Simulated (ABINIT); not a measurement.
# Rb2NaYF6 (Fm-3m): a self-consistent loop beyond G0W0, cycle by cycle, part 2 of 3

Aim: iterate the self-energy on Rb2NaYF6 (Fm-3m) and follow the gap from cycle to cycle.

ABINIT 10.8.3; PBEsol and many-body steps on it, plane waves. Known limits of the many-body steps: not at the basis limit; no spin-orbit coupling; coarse k mesh.

So far. Step 5 (evGW0, cycle 1): Against G0W0 in ABINIT (2×2×2 mesh, 254 bands, screening to 130.6 eV, Godby-Needs plasmon pole), the gap moves by +0.611 eV. This first cycle still uses the starting levels; it takes the full correction, at all points of the mesh, and its linearised value is 9.824 eV. Step 6 (evGW0, cycle 2): Against the cycle before, the gap moves by −0.107 eV.

## (7) evGW0, cycle 3

Level of this step: evGW0 on PBEsol, plane waves, norm-conserving pseudopotentials (ABINIT).

run.abi reads:

```
acell 3*1.0 Angstrom
rprim 
  -0.000000000000 4.447500000000 4.447500000000
  4.447500000000 -0.000000000000 4.447500000000
  4.447500000000 4.447500000000 -0.000000000000
ntypat 4
znucl 37 11 39 9
natom 10
typat 1 1 2 3 4 4 4 4 4 4
xred 
  0.250000000000 0.250000000000 0.250000000000
  0.750000000000 0.750000000000 0.750000000000
  0.500000000000 0.500000000000 0.500000000000
  0.000000000000 0.000000000000 0.000000000000
  0.756000000000 0.244000000000 0.244000000000
  0.244000000000 0.756000000000 0.244000000000
  0.244000000000 0.756000000000 0.756000000000
  0.756000000000 0.244000000000 0.756000000000
  0.244000000000 0.244000000000 0.756000000000
  0.756000000000 0.756000000000 0.244000000000
pp_dirpath "pseudos"
pseudos "Rb.upf, Na.upf, Y.upf, F.upf"
ecut 38
ngkpt 2 2 2
nshiftk 1
shiftk 0 0 0
kptopt 1
chksymbreak 0
istwfk *1
occopt 1
irdwfk 1
optdriver 4
nband 254
gwcalctyp 10
ecutsigx 38
symsigma 1
nkptgw 3
kptgw 
  0.0000000000 0.0000000000 0.0000000000
  0.5000000000 0.0000000000 0.0000000000
  0.5000000000 0.5000000000 0.0000000000
bdgw 
  17 52
  17 52
  17 52
ecuteps 4.8
irdscr 1
ppmodel 1
irdqps 1
indata_prefix "in"
outdata_prefix "out"
tmpdata_prefix "tmp"
```

Run with:

```bash
OMP_NUM_THREADS=1 mpirun -n 4 abinit run.abi > log
```

The log of the run:

```text
.Version 10.8.3 of ABINIT. v10.8.2 released Aug 2026.

 Symmetries : space group Fm -3 m (#225); Bravais cF (face-center cubic)
[... echo of the input left out ...]
== DATASET  1 ==================================================================
-   mpi_nproc: 4, omp_nthreads: 1 (-1 if OMP is not activated)

--- !DatasetInfo
iteration_state: {dtset: 1, }
dimensions: {natom: 10, nkpt: 3, mband: 254, nsppol: 1, nspinor: 1, nspden: 1, mpw: 13323, }
cutoff_energies: {ecut:  38.0, pawecutdg:  -1.0, }
[...]
Convergence of QP corrections
 >>>>> For spin  1 <<<<<
.  kptgw no:  1; Maximum DeltaE = (   0.002   0.000) for band index: 35
.  kptgw no:  2; Maximum DeltaE = (   0.002   0.000) for band index: 36
.  kptgw no:  3; Maximum DeltaE = (  -0.002  -0.000) for band index: 35

== END DATASET(S) ==============================================================
================================================================================

 -outvars: echo values of variables after computation  --------
           etotal      0.0000000000E+00
            nband         254
             nkpt           3
          spgroup         225
 [... the other variables as echoed above ...]

 Calculation completed.
```

Wall time 7.9 min (4 MPI ranks of Arm Neoverse V1, shared host); peak memory 5 GiB; 32 min of CPU time.

This step gave:

* quasiparticle gap on the points computed: 10.33 eV
* gap of the density functional on the mesh: 6.522 eV
* k of the valence top: 0, 0, 0
* k of the conduction bottom: 0, 0, 0
* least direct quasiparticle gap on the computed points: 10.33 eV

Against the cycle before, the gap moves by −0.002 eV.

## (8) Screening, 2×2×2 mesh, 254 bands, screening to 130.6 eV

This step: RPA screening on PBEsol, plane waves, norm-conserving pseudopotentials.

Changes to run.abi since step 7:

```diff
@@ -31,20 +31,13 @@
 irdwfk 1
-optdriver 4
+optdriver 3
 nband 254
+ecuteps 4.8
+inclvkb 2
+awtr 1
+symchi 1
 gwcalctyp 10
-ecutsigx 38
-symsigma 1
-nkptgw 3
-kptgw 
-  0.0000000000 0.0000000000 0.0000000000
-  0.5000000000 0.0000000000 0.0000000000
-  0.5000000000 0.5000000000 0.0000000000
-bdgw 
-  17 52
-  17 52
-  17 52
-ecuteps 4.8
-irdscr 1
-ppmodel 1
-irdqps 1
+mbpt_sciss 4.142 eV
+nqptdm 1
+qptdm 
+  0 0 0
 indata_prefix "in"
```

The log of the run:

```text
.Version 10.8.3 of ABINIT. v10.8.2 released Aug 2026.

 Symmetries : space group Fm -3 m (#225); Bravais cF (face-center cubic)
[... echo of the input left out ...]
== DATASET  1 ==================================================================
-   mpi_nproc: 4, omp_nthreads: 1 (-1 if OMP is not activated)

--- !DatasetInfo
iteration_state: {dtset: 1, }
dimensions: {natom: 10, nkpt: 3, mband: 254, nsppol: 1, nspinor: 1, nspden: 1, mpw: 13323, }
cutoff_energies: {ecut:  38.0, pawecutdg:  -1.0, }
electrons: {nelect:   8.00000000E+01, charge:   0.00000000E+00, occopt:   1.00000000E+00, tsmear:   1.00000000E-02, }

 SCREENING: Calculation of the susceptibility and dielectric matrices

 Based on a program developped by R.W. Godby, V. Olevano, G. Onida, and L. Reining.
 Incorporated in ABINIT by V. Olevano, G.-M. Rignanese, and M. Torrent.
.Using double precision arithmetic ; gwpc =  8

[... cell and pseudopotentials left out ...]
--------------------------------------------------------------------------------

 ==== K-mesh for the wavefunctions ====
 Number of points in the irreducible wedge :     3
[... list of points left out ...]
 Together with 48 symmetry operations and time-reversal symmetry
 yields     8 points in the full Brillouin Zone.

 ==== Q-mesh for the screening function ====
 Number of points in the irreducible wedge :     3
[... list of points left out ...]
 Together with 48 symmetry operations and time-reversal symmetry
 yields     8 points in the full Brillouin Zone.

 setmesh: FFT mesh size selected  =    45x   45x   45
          total number of points  =        91125

 vcoul_init : cutoff-mode = AUXILIARY_FUNCTION
 q-points for optical limit:   1
     1)      0.000010    0.000020    0.000030

 Dielectric matrix will be calculated only for some
 selected q points provided by the user through the input variables
 nqptdm and qptdm

- screening: taking advantage of time-reversal symmetry
- Maximum band index for partially occupied states nbvw = 40
- Remaining bands to be divided among processors   nbcw = 214
- Number of bands treated by each node ~53

 rdqps: reading QP wavefunctions of the previous step
        looking for file in_QPS
 file not found, 1st iteration initialized with KS eigenelements

 screening : performing a first self-consistency
 update of the energies in W by a scissor operator
 applying a scissor operator of [eV] :   4.142

 Number of electrons calculated from density =   80.0000; Expected =   80.0000
 average of density, n =  0.067378
 r_s =    1.5245
 omega_plasma =   25.0388 [eV]

 calculating chi0 at frequencies [eV] :
  1    0.000000E+00    0.000000E+00
  2    0.000000E+00    2.503879E+01

--------------------------------------------------------------------------------
  q-point number  1        q = ( 0.000000, 0.000000, 0.000000) [r.l.u.]
--------------------------------------------------------------------------------
[... chi0 elements left out ...]
 For q-point:  0.000010 0.000020 0.000030
  dielectric constant =   1.8293
  dielectric constant without local fields =   1.9852

  Average fulfillment of the sum rule on Im[epsilon] for q-point    1 :     65.61  [%]
[... wings left out ...]
== END DATASET(S) ==============================================================
================================================================================

 -outvars: echo values of variables after computation  --------
           etotal      0.0000000000E+00
            nband         254
             nkpt           3
          spgroup         225
 [... the other variables as echoed above ...]

 Calculation completed.
```

The job ended after 1.9 min (4 MPI ranks; peak memory 2.9 GiB).

Numbers from this step:

| Item | Value |
| --- | --- |
| ε∞ with local fields, on this mesh, along the program's q direction | 1.829 |
| the same without local fields | 1.985 |
| plasma frequency | 25.04 eV |
| plane waves in the screening matrix | 609 |

This screening uses the functional's bands under a rigid shift, the mean opening of the cycle before.

## (9) Screening, 2×2×2 mesh, 254 bands, screening to 130.6 eV

This step: RPA screening on PBEsol from quasiparticle energies, plane waves, norm-conserving pseudopotentials.

Changes to run.abi since step 8:

```diff
@@ -37,7 +37,8 @@
 symchi 1
+irdqps 1
 gwcalctyp 10
-mbpt_sciss 4.142 eV
-nqptdm 1
+nqptdm 2
 qptdm 
-  0 0 0
+  0.5000000000 0.0000000000 0.0000000000
+  0.5000000000 0.5000000000 0.0000000000
 indata_prefix "in"
```

mrgscr.stdin reads:

```
2
merged
q0_SCR
out_SCR
1
```

Run with:

```bash
OMP_NUM_THREADS=1 mpirun -n 4 abinit run.abi > log; mrgscr < mrgscr.stdin
```

The log of the run:

```text
.Version 10.8.3 of ABINIT. v10.8.2 released Aug 2026.

 Symmetries : space group Fm -3 m (#225); Bravais cF (face-center cubic)
[... echo of the input left out ...]
== DATASET  1 ==================================================================
-   mpi_nproc: 4, omp_nthreads: 1 (-1 if OMP is not activated)

--- !DatasetInfo
iteration_state: {dtset: 1, }
dimensions: {natom: 10, nkpt: 3, mband: 254, nsppol: 1, nspinor: 1, nspden: 1, mpw: 13323, }
cutoff_energies: {ecut:  38.0, pawecutdg:  -1.0, }
[...]
q-point number  2        q = ( 0.500000, 0.500000, 0.000000) [r.l.u.]
--------------------------------------------------------------------------------
[... chi0 elements left out ...]
  Average fulfillment of the sum rule on Im[epsilon] for q-point    3 :     67.09  [%]

== END DATASET(S) ==============================================================
================================================================================

 -outvars: echo values of variables after computation  --------
           etotal      0.0000000000E+00
            nband         254
             nkpt           3
          spgroup         225
 [... the other variables as echoed above ...]

 Calculation completed.
```

Elapsed: 43 s, on 4 MPI ranks; peak memory 2.3 GiB.

Numbers from this step:

```
plasma frequency                    : 25.04 eV
plane waves in the screening matrix : 609
```

This screening reads the quasiparticle levels of the cycle before.

## (10) evGW, cycle 1

This step: evGW on PBEsol, plane waves, norm-conserving pseudopotentials.

Changes to run.abi since step 9:

```diff
@@ -31,14 +31,20 @@
 irdwfk 1
-optdriver 3
+optdriver 4
 nband 254
-ecuteps 4.8
-inclvkb 2
-awtr 1
-symchi 1
-irdqps 1
 gwcalctyp 10
-nqptdm 2
-qptdm 
+ecutsigx 38
+symsigma 1
+nkptgw 3
+kptgw 
+  0.0000000000 0.0000000000 0.0000000000
   0.5000000000 0.0000000000 0.0000000000
   0.5000000000 0.5000000000 0.0000000000
+bdgw 
+  17 52
+  17 52
+  17 52
+ecuteps 4.8
+irdscr 1
+ppmodel 1
+irdqps 1
 indata_prefix "in"
```

Run with:

```bash
OMP_NUM_THREADS=1 mpirun -n 4 abinit run.abi > log
```

The log of the run:

```text
.Version 10.8.3 of ABINIT. v10.8.2 released Aug 2026.

 Symmetries : space group Fm -3 m (#225); Bravais cF (face-center cubic)
[... echo of the input left out ...]
== DATASET  1 ==================================================================
-   mpi_nproc: 4, omp_nthreads: 1 (-1 if OMP is not activated)

--- !DatasetInfo
iteration_state: {dtset: 1, }
dimensions: {natom: 10, nkpt: 3, mband: 254, nsppol: 1, nspinor: 1, nspden: 1, mpw: 13323, }
cutoff_energies: {ecut:  38.0, pawecutdg:  -1.0, }
[...]
Convergence of QP corrections
 >>>>> For spin  1 <<<<<
.  kptgw no:  1; Maximum DeltaE = (   0.000   0.000) for band index:  7
.  kptgw no:  2; Maximum DeltaE = (   0.239  -0.000) for band index:  7
.  kptgw no:  3; Maximum DeltaE = (   0.260  -0.000) for band index:  8

== END DATASET(S) ==============================================================
================================================================================

 -outvars: echo values of variables after computation  --------
           etotal      0.0000000000E+00
            nband         254
             nkpt           3
          spgroup         225
 [... the other variables as echoed above ...]

 Calculation completed.
```

Run time: 7.9 min. Hardware: 4 MPI ranks; peak memory 5 GiB.

Numbers from this step:

| Item | Value |
| --- | --- |
| quasiparticle gap on the points computed | 11.08 eV |
| gap of the density functional on the mesh | 6.522 eV |
| k of the valence top | 0, 0, 0 |
| k of the conduction bottom | 0, 0, 0 |
| least direct quasiparticle gap on the computed points | 11.08 eV |

Against G0W0 in ABINIT (2×2×2 mesh, 254 bands, screening to 130.6 eV, Godby-Needs plasmon pole), the gap moves by +1.254 eV.

## (11) Screening, 2×2×2 mesh, 254 bands, screening to 130.6 eV

This step: RPA screening on PBEsol, plane waves, norm-conserving pseudopotentials.

Changes to run.abi since step 10:

```diff
@@ -31,20 +31,13 @@
 irdwfk 1
-optdriver 4
+optdriver 3
 nband 254
+ecuteps 4.8
+inclvkb 2
+awtr 1
+symchi 1
 gwcalctyp 10
-ecutsigx 38
-symsigma 1
-nkptgw 3
-kptgw 
-  0.0000000000 0.0000000000 0.0000000000
-  0.5000000000 0.0000000000 0.0000000000
-  0.5000000000 0.5000000000 0.0000000000
-bdgw 
-  17 52
-  17 52
-  17 52
-ecuteps 4.8
-irdscr 1
-ppmodel 1
-irdqps 1
+mbpt_sciss 4.905 eV
+nqptdm 1
+qptdm 
+  0 0 0
 indata_prefix "in"
```

The log of the run:

```text
.Version 10.8.3 of ABINIT. v10.8.2 released Aug 2026.

 Symmetries : space group Fm -3 m (#225); Bravais cF (face-center cubic)
[... echo of the input left out ...]
== DATASET  1 ==================================================================
-   mpi_nproc: 4, omp_nthreads: 1 (-1 if OMP is not activated)

--- !DatasetInfo
iteration_state: {dtset: 1, }
dimensions: {natom: 10, nkpt: 3, mband: 254, nsppol: 1, nspinor: 1, nspden: 1, mpw: 13323, }
cutoff_energies: {ecut:  38.0, pawecutdg:  -1.0, }
[...]
[... chi0 elements left out ...]
 For q-point:  0.000010 0.000020 0.000030
  dielectric constant =   1.7995
  dielectric constant without local fields =   1.9470

  Average fulfillment of the sum rule on Im[epsilon] for q-point    1 :     66.99  [%]
[... wings left out ...]
== END DATASET(S) ==============================================================
================================================================================

 -outvars: echo values of variables after computation  --------
           etotal      0.0000000000E+00
            nband         254
             nkpt           3
          spgroup         225
 [... the other variables as echoed above ...]

 Calculation completed.
```

Wall time 1.9 min (4 MPI ranks); peak memory 2.9 GiB; 7.4 min of CPU time.

Numbers from this step:

```
ε∞ with local fields, on this mesh, along the program's q direction : 1.800
the same without local fields                                       : 1.947
plasma frequency                                                    : 25.04 eV
plane waves in the screening matrix                                 : 609
```

This screening uses the functional's bands under a rigid shift, the mean opening of the cycle before.

## (12) Screening, 2×2×2 mesh, 254 bands, screening to 130.6 eV

This step: RPA screening on PBEsol from quasiparticle energies, plane waves, norm-conserving pseudopotentials.

Changes to run.abi since step 11:

```diff
@@ -37,7 +37,8 @@
 symchi 1
+irdqps 1
 gwcalctyp 10
-mbpt_sciss 4.905 eV
-nqptdm 1
+nqptdm 2
 qptdm 
-  0 0 0
+  0.5000000000 0.0000000000 0.0000000000
+  0.5000000000 0.5000000000 0.0000000000
 indata_prefix "in"
```

mrgscr.stdin is that of step 9.

Run with:

```bash
OMP_NUM_THREADS=1 mpirun -n 4 abinit run.abi > log; mrgscr < mrgscr.stdin
```

The log of the run:

```text
.Version 10.8.3 of ABINIT. v10.8.2 released Aug 2026.

 Symmetries : space group Fm -3 m (#225); Bravais cF (face-center cubic)
[... echo of the input left out ...]
== DATASET  1 ==================================================================
-   mpi_nproc: 4, omp_nthreads: 1 (-1 if OMP is not activated)

--- !DatasetInfo
iteration_state: {dtset: 1, }
dimensions: {natom: 10, nkpt: 3, mband: 254, nsppol: 1, nspinor: 1, nspden: 1, mpw: 13323, }
cutoff_energies: {ecut:  38.0, pawecutdg:  -1.0, }
[...]
q-point number  2        q = ( 0.500000, 0.500000, 0.000000) [r.l.u.]
--------------------------------------------------------------------------------
[... chi0 elements left out ...]
  Average fulfillment of the sum rule on Im[epsilon] for q-point    3 :     67.96  [%]

== END DATASET(S) ==============================================================
================================================================================

 -outvars: echo values of variables after computation  --------
           etotal      0.0000000000E+00
            nband         254
             nkpt           3
          spgroup         225
 [... the other variables as echoed above ...]

 Calculation completed.
```

Wall time 42 s (4 MPI ranks); peak memory 2.3 GiB.

This step gave:

| Item | Value |
| --- | --- |
| plasma frequency | 25.04 eV |
| plane waves in the screening matrix | 609 |

This screening reads the quasiparticle levels of the cycle before.

## (13) evGW, cycle 2

This step: evGW on PBEsol, plane waves, norm-conserving pseudopotentials.

Changes to run.abi since step 12:

```diff
@@ -31,14 +31,20 @@
 irdwfk 1
-optdriver 3
+optdriver 4
 nband 254
-ecuteps 4.8
-inclvkb 2
-awtr 1
-symchi 1
-irdqps 1
 gwcalctyp 10
-nqptdm 2
-qptdm 
+ecutsigx 38
+symsigma 1
+nkptgw 3
+kptgw 
+  0.0000000000 0.0000000000 0.0000000000
   0.5000000000 0.0000000000 0.0000000000
   0.5000000000 0.5000000000 0.0000000000
+bdgw 
+  17 52
+  17 52
+  17 52
+ecuteps 4.8
+irdscr 1
+ppmodel 1
+irdqps 1
 indata_prefix "in"
```

Run with:

```bash
OMP_NUM_THREADS=1 mpirun -n 4 abinit run.abi > log
```

The log of the run:

```text
.Version 10.8.3 of ABINIT. v10.8.2 released Aug 2026.

 Symmetries : space group Fm -3 m (#225); Bravais cF (face-center cubic)
[... echo of the input left out ...]
== DATASET  1 ==================================================================
-   mpi_nproc: 4, omp_nthreads: 1 (-1 if OMP is not activated)

--- !DatasetInfo
iteration_state: {dtset: 1, }
dimensions: {natom: 10, nkpt: 3, mband: 254, nsppol: 1, nspinor: 1, nspden: 1, mpw: 13323, }
cutoff_energies: {ecut:  38.0, pawecutdg:  -1.0, }
[...]
Convergence of QP corrections
 >>>>> For spin  1 <<<<<
.  kptgw no:  1; Maximum DeltaE = (   0.000   0.000) for band index: 10
.  kptgw no:  2; Maximum DeltaE = (   0.022  -0.000) for band index: 12
.  kptgw no:  3; Maximum DeltaE = (   0.022   0.000) for band index: 10

== END DATASET(S) ==============================================================
================================================================================

 -outvars: echo values of variables after computation  --------
           etotal      0.0000000000E+00
            nband         254
             nkpt           3
          spgroup         225
 [... the other variables as echoed above ...]

 Calculation completed.
```

Run time: 8 min. Hardware: 4 MPI ranks; peak memory 5 GiB; 32 min of CPU time.

Numbers from this step:

```yaml
quasiparticle_gap_on_the_points_computed: 11.16 eV
gap_of_the_density_functional_on_the_mesh: 6.522 eV
k_of_the_valence_top: 0, 0, 0
k_of_the_conduction_bottom: 0, 0, 0
least_direct_quasiparticle_gap_on_the_computed_points: 11.16 eV
```

Against the cycle before, the gap moves by +0.087 eV.

## (14) Screening, 2×2×2 mesh, 254 bands, screening to 130.6 eV

This step: RPA screening on PBEsol, plane waves, norm-conserving pseudopotentials.

Changes to run.abi since step 13:

```diff
@@ -31,20 +31,13 @@
 irdwfk 1
-optdriver 4
+optdriver 3
 nband 254
+ecuteps 4.8
+inclvkb 2
+awtr 1
+symchi 1
 gwcalctyp 10
-ecutsigx 38
-symsigma 1
-nkptgw 3
-kptgw 
-  0.0000000000 0.0000000000 0.0000000000
-  0.5000000000 0.0000000000 0.0000000000
-  0.5000000000 0.5000000000 0.0000000000
-bdgw 
-  17 52
-  17 52
-  17 52
-ecuteps 4.8
-irdscr 1
-ppmodel 1
-irdqps 1
+mbpt_sciss 4.988 eV
+nqptdm 1
+qptdm 
+  0 0 0
 indata_prefix "in"
```

The log of the run:

```text
.Version 10.8.3 of ABINIT. v10.8.2 released Aug 2026.

 Symmetries : space group Fm -3 m (#225); Bravais cF (face-center cubic)
[... echo of the input left out ...]
== DATASET  1 ==================================================================
-   mpi_nproc: 4, omp_nthreads: 1 (-1 if OMP is not activated)

--- !DatasetInfo
iteration_state: {dtset: 1, }
dimensions: {natom: 10, nkpt: 3, mband: 254, nsppol: 1, nspinor: 1, nspden: 1, mpw: 13323, }
cutoff_energies: {ecut:  38.0, pawecutdg:  -1.0, }
[...]
[... chi0 elements left out ...]
 For q-point:  0.000010 0.000020 0.000030
  dielectric constant =   1.7965
  dielectric constant without local fields =   1.9431

  Average fulfillment of the sum rule on Im[epsilon] for q-point    1 :     67.14  [%]
[... wings left out ...]
== END DATASET(S) ==============================================================
================================================================================

 -outvars: echo values of variables after computation  --------
           etotal      0.0000000000E+00
            nband         254
             nkpt           3
          spgroup         225
 [... the other variables as echoed above ...]

 Calculation completed.
```

Elapsed: 1.9 min, on 4 MPI ranks; peak memory 2.9 GiB; 7.8 min of CPU time.

Numbers from this step:

| Property | Result |
| --- | --- |
| ε∞ with local fields, on this mesh, along the program's q direction | 1.796 |
| the same without local fields | 1.943 |
| plasma frequency | 25.04 eV |
| plane waves in the screening matrix | 609 |

This screening uses the functional's bands under a rigid shift, the mean opening of the cycle before.

(Part 2 of 3 ends here.)

[Paths, hosts, dates, memory and timing lines, banners, echoed tables and standing remarks are left out of the program output.]

[Logs are printed without paths, hosts, clocks, repeated set-up lines and the standing remarks that a program may print on its own settings, such as how far it seeks lower states.]

[Runs of the session that timed out or met a known fault of the program may be left out.]

[Hosts, paths, dates, database ids (printed as entryN), source tags and the programs' standing remarks are cut or masked in the printed files.]

[G0W0 gaps are taken among the corrected bands and points alone; a level outside them can change the order at an edge.]

[Where Ansatz stands beside ABINIT at settings called matched, ABINIT's density can come from a denser mesh and the files from another edition; pairs whose starting gaps differed by over 0.03 eV were left out, so agreement reads better than it is.]
